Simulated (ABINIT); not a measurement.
Planning a run of ABINIT 10.8.3 on WS2 (Tungstenite). The input:

```
acell 3*1.0 Angstrom
rprim 
  3.153199999992 0.000000000002 0.000000000000
  -1.576599999998 2.730751303206 0.000000000000
  0.000000000000 0.000000000000 12.323000000000
ntypat 2
znucl 74 16
natom 6
typat 1 1 2 2 2 2
xred 
  0.333333333333 0.666666666667 0.250000000000
  0.666666666667 0.333333333333 0.750000000000
  0.333333333333 0.666666666667 0.622500000000
  0.666666666667 0.333333333333 0.122500000000
  0.333333333333 0.666666666667 0.877500000000
  0.666666666667 0.333333333333 0.377500000000
pp_dirpath "pseudos"
pseudos "W.upf, S.upf"
ecut 31
ngkpt 6 6 2
nshiftk 1
shiftk 0 0 0
kptopt 1
chksymbreak 0
nband 33
occopt 1
tolvrs 1e-10
nstep 60
prtwf 0
indata_prefix "in"
outdata_prefix "out"
tmpdata_prefix "tmp"
```

```sh
OMP_NUM_THREADS=1 mpirun -n 8 abinit run.abi > log
```

Question: Estimate wall time and host memory on 8 MPI ranks of Arm Neoverse V2, shared host.

It took 22 s; on shared hardware allow 11 s to 43 s. Peak host memory was 0.68 GiB.

[Paths, hosts, dates, memory and timing lines, banners, echoed tables and standing remarks are left out of the program output.]

[Logs are printed without paths, hosts, clocks, repeated set-up lines and the standing remarks that a program may print on its own settings, such as how far it seeks lower states.]

[Runs of the session that timed out or met a known fault of the program may be left out.]

[Hosts, paths, dates, database ids (printed as entryN), source tags and the programs' standing remarks are cut or masked in the printed files.]

[G0W0 gaps are taken among the corrected bands and points alone; a level outside them can change the order at an edge.]

[Where Ansatz stands beside ABINIT at settings called matched, ABINIT's density can come from a denser mesh and the files from another edition; pairs whose starting gaps differed by over 0.03 eV were left out, so agreement reads better than it is.]
